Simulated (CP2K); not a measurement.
Two runs for the C K edge of mercaptooxirane. Run A: CP2K XAS_TDP, all-electron GAPW, PBEh(45%), aug-cc-pVDZ, TDA, no relativity. Run B differs in one setting.

First lines with a strength over 0.0015. A:

```tsv
atom	energy (eV)	states	strength, one atom
C2 (bonded to C, O, S and H)	285.47	1	0.0356
	285.74	1	0.0531
	286.48	1	0.0183
	286.80	1	0.0118
	287.23	1	0.0035
C3 (bonded to C, O and 2 H)	284.49	1	0.0458
	285.50	1	0.0139
	285.90	1	0.0181
	286.36	1	0.0065
	286.80	1	0.0097
```

B:

```tsv
atom	energy (eV)	states	strength, one atom
C2 (bonded to C, O, S and H)	291.14	1	0.0349
	291.40	1	0.0521
	292.14	1	0.0179
	292.47	1	0.0116
	292.90	1	0.0035
C3 (bonded to C, O and 2 H)	290.76	1	0.0448
	291.77	1	0.0136
	292.17	1	0.0177
	292.63	1	0.0063
	293.06	1	0.0095
```

Q: Which was it: GW2X switched on, the basis, the functional, scalar relativity switched on?

GW2X switched on. GW2X shifts an atom's lines together and keeps their spacings. Against PBEh(45%) in aug-cc-pVDZ, the leading lines move by +5.67 eV (C2, to 291.14) and +6.27 eV (C3, to 290.76).

[Banner, clock and machine lines of the logs are left out without a mark of their own.]

[Logs are printed without paths, hosts, clocks, repeated set-up lines and the standing remarks that a program may print on its own settings, such as how far it seeks lower states.]

[Hosts, paths, dates, database ids (printed as entryN), source tags and the programs' standing remarks are cut or masked in the printed files.]
